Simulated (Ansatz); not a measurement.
# Formation energy and levels of the antisite La_Sr in SrLa2S4 (I-42d)

Aim: at which Fermi levels does La_Sr in SrLa2S4 (I-42d) change its charge? The model is a cell of 56 host atoms with 1 Sr taken out and 1 La put in.

Method: place-levels on PBEsol runs: charge-transition levels and formation energies with image-charge correction and potential alignment at the atomic sites, in Ansatz 0.2.0.

Most raw output is cut from this account.

## 1. Starting point

The cell holds 56 atoms: 7 Sr, 17 La and 32 S. Cell: a = 12.257 Å, b = 12.257 Å, c = 12.277 Å, α = 59.9°, β = 59.9°, γ = 60.1°. It derives from SrLa2S4 (space group I-42d). Nearest the centre at fractional (0.250, 0.250, 0.750): La2 at 0.00 Å, S53 at 2.96 Å, S50 at 2.96 Å, S37 at 2.96 Å, S30 at 2.96 Å, S41 at 3.10 Å, S28 at 3.10 Å, S34 at 3.10 Å.

Screening for the image-charge correction: ε∞ = (7.66, 7.66, 7.57), ε0 = (19.25, 19.25, 18.08), computed on the host (DFPT, PBEsol).

The cell's shortest repeat is 12.3 Å.

## 2. What was run first

Levels follow from differences of total energies between charge states, each relaxed by itself.

Each atom starts 0.05 Å or so off its site in a random direction: a symmetric start keeps its symmetry, and would miss off-centre moves and Jahn–Teller distortions. Forces are taken at one point at (¼, ¼, ¼). The cell holds 1 electron fewer than the neutral one, with a uniform background that keeps it neutral on the whole.

The sampling was tested on the host first: at the k-points planned (1x1x1 shifted 0.25 0.25 0.25) its energy lies 0.004 eV an atom from the dense-mesh value, under the bound of 0.02 eV set for this test; that bounds the host's error, not the defect's.

One of the inputs; charge, spin and start change from state to state.

File qp1.relax/input.yaml:

```yaml
crystal:
  lattice:
    - [0.0, 8.68134841, 8.65211025]
    - [8.68134841, 0.0, 8.65211025]
    - [8.68134841, 8.68134841, 0.0]
  atoms:
    - { symbol: Sr, position: [0.0, 0.0, 0.5] }
    - { symbol: La, position: [0.25, 0.25, 0.75] }
[... 2 atom lines left out ...]
    - { symbol: Sr, position: [0.125, 0.625, 0.375] }
[... 1 atom line left out ...]
    - { symbol: Sr, position: [0.625, 0.125, 0.875] }
    - { symbol: Sr, position: [0.875, 0.375, 0.125] }
[... 2 atom lines left out ...]
    - { symbol: La, position: [0.62718951, 0.24781049, 0.50218951] }
    - { symbol: La, position: [0.87718951, 0.49781049, 0.75218951] }
    - { symbol: La, position: [0.00218951, 0.12281049, 0.74781049] }
    - { symbol: La, position: [0.25218951, 0.37281049, 0.99781049] }
[... 2 atom lines left out ...]
    - { symbol: La, position: [0.24781049, 0.62718951, 0.62281049] }
    - { symbol: La, position: [0.49781049, 0.87718951, 0.87281049] }
[... 2 atom lines left out ...]
    - { symbol: La, position: [0.12281049, 0.00218951, 0.12718951] }
    - { symbol: La, position: [0.37281049, 0.25218951, 0.37718951] }
[... 5 atom lines left out ...]
    - { symbol: S, position: [0.97321113, 0.22228537, 0.94989614] }
[... 1 atom line left out ...]
    - { symbol: S, position: [0.34821113, 0.09728537, 0.97960736] }
[... 3 atom lines left out ...]
    - { symbol: S, position: [0.35460736, 0.44989614, 0.47321113] }
[... 2 atom lines left out ...]
    - { symbol: S, position: [0.07489614, 0.47960736, 0.84821113] }
[... 3 atom lines left out ...]
    - { symbol: S, position: [0.22228537, 0.97321113, 0.85460736] }
[... 4 atom lines left out ...]
    - { symbol: S, position: [0.44989614, 0.35460736, 0.72228537] }
[... 3 atom lines left out ...]
    - { symbol: S, position: [0.47960736, 0.07489614, 0.59728537] }
[... 2 atom lines left out ...]
    - { symbol: S, position: [0.09728537, 0.34821113, 0.57489614] }
[... 2 atom lines left out ...]
    - { symbol: S, position: [0.84728537, 0.09821113, 0.32489614] }
  host:
    repeats: [1, 1, 1]
    atoms:
      - { symbol: Sr, position: [0.0, 0.0, 0.5] }
      - { symbol: Sr, position: [0.25, 0.25, 0.75] }
      # ... 54 more atoms of the perfect host
total_charge: 1
basis:
  ecutwfc: 420
  xc_grid: 2
hamiltonian:
  xc: pbesol
kpoints:
  mp_grid: { grid: [1, 1, 1], shift: [0.25, 0.25, 0.25] }
scf:
  occupations: { method: fixed }
  max_iter: 80
output:
  forces: true
  charged_corrections:
    epsilon: [7.66, 7.66, 7.57]
    static_epsilon: [19.25, 19.25, 18.08]
    defect_position: [0.25, 0.25, 0.75]
relax:
  f_tol: 0.02
  max_steps: 80
  random_displacement: { amplitude: 0.05, seed: 6849 }
checkpoint:
  write: "../qp1.relax.run"
  compress: false
  write_wavefunctions: true
  write_every: 100000
```

Run with:

```console
$ ansatz run input.yaml --threads 4 --pin off --max-ram 7536MiB --backend cpu --events-out ev --progress --plain --runs-dir out
```

The relaxed structure is kept and the sampling changed to a 2×2×2 shifted mesh.

The run of this state that the levels use, under PBEsol:

File qp1.point/input.yaml:

```yaml
crystal:
  checkpoint: "../qp1.relax.run"
  host: checkpoint
total_charge: 1
basis:
  ecutwfc: 420
  xc_grid: 2
hamiltonian:
  xc: pbesol
kpoints:
  mp_grid: { grid: [2, 2, 2], shift: [0.5, 0.5, 0.5] }
scf:
  occupations: { method: fermi_dirac, width: 0.01 }
  max_iter: 80
output:
  forces: true
  eigenvalues: true
  charged_corrections:
    epsilon: [7.66, 7.66, 7.57]
    static_epsilon: [19.25, 19.25, 18.08]
    defect_position: [0.25, 0.25, 0.75]
  eigenstates: { localisation: true }
  populations: true
  band_densities: [{ bands: [v1, v1] }, { bands: [c1, c1] }]
  write_density: true
  write_potential: true
  volumetric_format: npy
checkpoint:
  read: "../qp1.relax.run"
  write: "../qp1.point.run"
  compress: false
  write_wavefunctions: false
  write_every: 100000
```

Relaxations under PBEsol at one point at (¼, ¼, ¼); times on 4 threads of Arm Neoverse V1, shared host:

```
charge  moment (μB)  occupations    outcome  steps  largest displacement against the far atoms (Å)     time
     0            1        fixed  converged      9                                            0.06  6.2 min
    +1            0        fixed  converged      5                                            0.06  1.7 min
```

Single points under PBEsol at a 2×2×2 shifted mesh; times on 4 threads of Arm Neoverse V1, shared host:

```
charge  moment (μB)  occupations    outcome     time
     0            1  fermi-dirac  converged  8.4 min
    +1            0  fermi-dirac  converged  2.7 min
```

Distances (Å) from La2 to the nearest atoms after relaxation with PBEsol:

```
charge  moment (μB)      1.      2.      3.      4.      5.      6.
     0            1  S 2.90  S 2.90  S 2.91  S 2.91  S 3.03  S 3.05
    +1            0  S 2.90  S 2.90  S 2.90  S 2.91  S 3.04  S 3.05
```

## 3. place-levels, PBEsol

A charged cell interacts with its images and the background, and its potential has another zero than the host's. place-levels removes the first by a point-charge model, screened by the static dielectric constant since the ions have relaxed around the charge, and the second by comparing potentials at atoms far from the defect.

The host is a run of the defect-free crystal in the same cutoffs, grids and k-points, so that basis and sampling errors cancel in part in the differences. Its band edges come from a run of the primitive cell that searches the zone for them. Chemical potentials are energies per atom of Sr (fcc) and La (dhcp), run with the same functional and cutoff.

File levels.point.yaml:

```yaml
host:
  run: host.point.run
  levels_from: { run: edges.point.run }
states: [q0_M1.point.run, qp1.point.run]
geometry_from:
  q0_M1.point.run: q0_M1.relax.run
  qp1.point.run: qp1.relax.run
  host.point.run: host.relax.run
chemical_potentials:
  Sr:
    energy: -3492.215259
    dataset: "<sha256 of the dataset>"
  La:
    energy: -6161.276904
    dataset: "<sha256 of the dataset>"
epsilon: [7.66, 7.66, 7.57]
static_epsilon: [19.25, 19.25, 18.08]
vertical:
  - { from: qp1.point.run, to: qp1.point_neutral.run }
```

Run with:

```console
$ ansatz place-levels levels.point.yaml -- --threads 4 --pin off --max-ram 7536MiB
```

The job ended after 0.28 s (4 threads of Arm Neoverse V1, shared host).

Under PBEsol the gap is 2.06 eV, (+1/0) 2.06 (with band filling) eV.

Levels between the charges placed, in eV above the valence top:

```
        gap (eV)  (+1/0)
PBEsol      2.06    2.06
```

Corrections by state:

```
charge  moment (μB)  image terms and alignment (eV)  band filling (eV)                                  ε used  over the lowest of its charge, as the program ranks them, band filling apart (eV)
    +1          0.0                           0.184                  -  principal values (18.08, 19.25, 19.25)                                                                              0.000
     0          1.0                           0.000             -0.049                                       -                                                                              0.000
```

The charged structures listed were also run neutral, and place-levels reads from each pair, by the potential or the spins, how wide the charge is by which they differ; that can be the carrier of either run.

```
charge  rms radius (Å)  spread where it is widest against the cell (Å)  wide from (Å)  reading
    +1             6.1                                            3.53           1.73     wide
```

The neutral runs of these pairs need not share the spin of the lowest neutral state, and very wide values only mean spread over the cell.

From the program's caveats on the states, each cut to its opening words:

- charge +1: it parts from the run at its places by a charge that spreads by about 3.5 Å along one vector (1.7 Å or more is wide), by its potential at epsilon [7.66, 7.66, [...]
- charge +1, 0 (1 μB): its alignment with the host at atomic sites is doubtful: the cell is too small to show whether the defect's potential has decayed: take a larger one
- charge 0 (1 μB): a band-filling correction moves a carrier to the host's band edge, which changes its energy by -0.049 eV
- charge 0 (1 μB): its moments are held at its close (magnetization.spin_locking), by a field of 0.048 eV a Bohr magneton, and its energy and levels are of the state that this [...]

Chemical potentials of the elements' reference phases, run alike. Formation energy by charge state (elemental references; gap 2.06 eV):

```
charge  at valence top (eV)  at conduction bottom (eV)  correction included (eV)
    +1                -1.93                       0.13                      0.18
     0                 0.13                       0.13                     -0.05
```

| Fermi level (eV) | lowest formation energy (eV) |
| --- | --- |
| 0.00 | -1.93 |
| 0.19 | -1.75 |
| 0.37 | -1.56 |
| 0.56 | -1.37 |
| 0.75 | -1.18 |
| 0.94 | -1.00 |
| 1.12 | -0.81 |
| 1.31 | -0.62 |
| 1.50 | -0.43 |
| 1.69 | -0.25 |
| 1.87 | -0.06 |
| 2.06 | 0.13 |

## 4. The same at the relaxations' own k-points

The relaxations' own energies give the levels at their sampling, for comparison.

File levels.relax_mesh.yaml:

```yaml
host:
  run: host.relax.run
  levels_from: { run: edges.relax.run }
states: [q0_M1.relax.run, qp1.relax.run]
chemical_potentials:
  Sr:
    energy: -3492.215259
    dataset: "<sha256 of the dataset>"
  La:
    energy: -6161.276904
    dataset: "<sha256 of the dataset>"
```

Run with:

```console
$ ansatz place-levels levels.relax_mesh.yaml -- --threads 4 --pin off --max-ram 7536MiB
```

Elapsed: 0.12 s, on 4 threads.

Levels between neighbouring charges, in eV above the valence top:

```
                        gap (eV)  (+1/0)
one point at (¼, ¼, ¼)      2.06    2.04
  a 2×2×2 shifted mesh      2.06    2.06
```

Going from one point at (¼, ¼, ¼) to a 2×2×2 shifted mesh moves formation energies against the elements by up to 0.01 eV; band-filling terms, which differ between samplings, are in these energies.

## 5. Placing the levels, r2SCAN

r2SCAN on the same structure is run to see how far the result rests on the functional, though not on the errors that semilocal functionals share; the sampling changes too, to one point at (¼, ¼, ¼), so differences hold both changes.

qp1.r2scan/input.yaml, as its differences from qp1.point/input.yaml of step 2:

```diff
@@ -5,8 +5,8 @@
 basis:
-  ecutwfc: 420
+  ecutwfc: 500
   xc_grid: 2
 hamiltonian:
-  xc: pbesol
+  xc: r2scan
 kpoints:
-  mp_grid: { grid: [2, 2, 2], shift: [0.5, 0.5, 0.5] }
+  mp_grid: { grid: [1, 1, 1], shift: [0.25, 0.25, 0.25] }
 scf:
@@ -28,4 +28,3 @@
 checkpoint:
-  read: "../qp1.relax.run"
-  write: "../qp1.point.run"
+  write: "../qp1.r2scan.run"
   compress: false
```

The job ended after 67 s (4 threads; peak memory 3.1 GiB; 4.3 min of CPU time).

File levels.r2scan.yaml:

```yaml
host:
  run: host.r2scan.run
  levels_from: { run: edges.r2scan.run }
states: [q0_M1.r2scan.run, qp1.r2scan.run]
geometry_from:
  q0_M1.r2scan.run: q0_M1.relax.run
  qp1.r2scan.run: qp1.relax.run
  host.r2scan.run: host.relax.run
chemical_potentials:
  Sr:
    energy: -3555.114649
    dataset: "<sha256 of the dataset>"
  La:
    energy: -6264.678007
    dataset: "<sha256 of the dataset>"
```

Run with:

```console
$ ansatz place-levels levels.r2scan.yaml -- --threads 4 --pin off --max-ram 7536MiB
```

Run time: 0.18 s. Hardware: 4 threads.

Under r2SCAN the gap is 2.53 eV, (+1/0) 2.49 eV.

## 6. What a wrong or other choice does

In this try the input is made faulty on purpose, to show what that does.

A choice is tested by changing it alone.

levels.try0.yaml is levels.point.yaml with these lines changed:

```diff
-epsilon: [7.66, 7.66, 7.57]
-static_epsilon: [19.25, 19.25, 18.08]
+epsilon: 1.0001
+static_epsilon: 1.0001
```

Run with:

```console
$ ansatz place-levels levels.try0.yaml -- --threads 4 --pin off --max-ram 7536MiB
```

The change: no screening of the image charge.

Levels in eV above the valence top; the changed ones are not the defect's:

```
           gap (eV)  (+1/0)
  changed      2.06    0.92
as set up      2.06    2.06
```

The largest shift is 1.14 eV, band-filling terms included.

## 7. Side by side

Levels between neighbouring charges, in eV above each run's own valence top:

```
                                        gap (eV)  (+1/0)  CPU time a state at this stage (restarts are quicker than cold starts)
            PBEsol, 2×2×2 shifted mesh      2.06    2.06                                                                  22 min
r2SCAN on PBEsol structures, (¼, ¼, ¼)      2.53    2.49                                                                 9.8 min
```

## 8. What came out

```json
{"gap of the host": "2.06 eV (PBEsol)", "level (plus 1/0)": "2.06 eV above the valence top, at the conduction bottom (2.11 eV above the valence top without the band-filling term)", "lowest of the charges placed, just above the valence top (0.02 eV)": "+1", "lowest of the charges placed, just below the conduction bottom (0.02 eV)": "+1", "lowest formation energy at mid-gap of the charges run, elemental references": "-0.90 eV"}
```

What this shows: Of the charges placed (0 and +1), +1 is the lowest from 0.02 eV above the valence top to 0.02 eV below the conduction bottom, a gap of 2.06 eV. Charges above +1 and below 0 were not placed, so these runs say nothing of levels that involve them. States placed: +1 at 0 μB; 0 at 1 μB. Other spin states or structures, where not listed, weren't placed. The program finds carriers beyond a band edge of the host and adds a band-filling term at charge 0 (-0.05 eV); steps to such a charge show no bound level, and a defect level inside a band would be read the same way. Going from one point at (¼, ¼, ¼) to a 2×2×2 shifted mesh moves formation energies against the elements by up to 0.01 eV; band-filling terms, which differ between samplings, are in these energies. The program doubts the alignment of potentials for at least one state, a sign that the cell is small. Keep in mind: PBEsol makes the gap too small and tends to spread out bound carriers; spin–orbit coupling, which can matter with heavy atoms, is left out.

[Logs are printed without paths, hosts, clocks, repeated set-up lines and the standing remarks that a program may print on its own settings, such as how far it seeks lower states.]

[Hosts, paths, dates, database ids (printed as entryN), source tags and the programs' standing remarks are cut or masked in the printed files.]

[Where a table of states has a column of steps, it counts the stored structures, which are thinned; the runs took as many ionic steps or more.]

[A defect's name tells the site on which it was built; relaxed atoms can leave that site.]

[For some hosts the program warned that the k-mesh of the response run may be too coarse for force constants and the static dielectric constant; such warnings are not shown here.]
